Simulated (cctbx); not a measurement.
# Ba2YMn3CuO8: precision against data quality

Space group P4mm (no. 99), a = 3.9940 Å, b = 3.9940 Å, c = 14.7300 Å, α = 90.00°, β = 90.00°, γ = 90.00°.

```
atom  mult.    x    y       z  Ueq (Å²)
 Ba1      1    0    0  0.7583    0.0088
 Ba2      1    0    0  0.2467    0.0089
  Y1      1    0    0  0.5018    0.0129
 Cu1      1    0    0  0.9991    0.0131
 Mn1      1  1/2  1/2  0.6233    0.0161
 Mn2      1  1/2  1/2  0.9982    0.0144
 Mn3      1  1/2  1/2  0.3730    0.0157
  O1      2  1/2    0  0.0033    0.0196
  O2      1  1/2  1/2  0.7702    0.0211
  O3      2    0  1/2  0.5934    0.0204
  O4      1  1/2  1/2  0.2322    0.0191
  O5      2    0  1/2  0.4025    0.0195
```

This is a model crystal, built by substitution and not relaxed, with assumed displacement parameters.

Five simulated data sets (cctbx; Mo Kα, λ = 0.71073 Å; 4 % proportional error) differ in resolution or exposure (noise floor 15 counts in the first three, 8 in the last two). Each is refined with the right model, isotropic at 1.1 Å and anisotropic otherwise. How do the figures of merit and the uncertainties move?

```csv
d min (Å),top counts,"⟨I/σ⟩ (unmerged, absences included)",unique,param. (scale apart),Rint,R1,GooF,largest s.u. xyz (fractional),s.u. U of O1 (Å²),largest error (Å)
1.1,20000,13.0,165,24,0.036,0.0127,0.87,0.00255,0.0016,0.0253
0.84,20000,12.2,330,39,0.037,0.0136,0.92,0.00168,0.0022,0.0339
0.6,20000,9.6,800,39,0.045,0.0174,0.94,0.00113,0.0013,0.0200
0.75,300,1.3,443,39,0.367,0.0781,0.96,0.01429,0.0300,0.0597
0.75,3000,5.8,443,39,0.075,0.0282,0.96,0.00388,0.0045,0.0700
```

The number of reflections grows roughly as 1/d³: 165, 330 and 800 here. R1 follows the noise rather than the truth: at 300 counts it is 0.0781, at 3000 counts 0.0282, while GooF is 0.96 and 0.96: the weights 1/σ² carry the noise. The s.u. of U (U11 where anisotropic) for O1 goes 0.0016, 0.0022, 0.0013 Å² with resolution and 0.0300, 0.0045 Å² with exposure.

Hardware for the 0.6 Å refinement: 0.49 s on 1 thread of Arm Neoverse V2, with other jobs on the host, peak memory 0.09 GiB.

[Logs are printed without paths, hosts, clocks, repeated set-up lines and the standing remarks that a program may print on its own settings, such as how far it seeks lower states.]
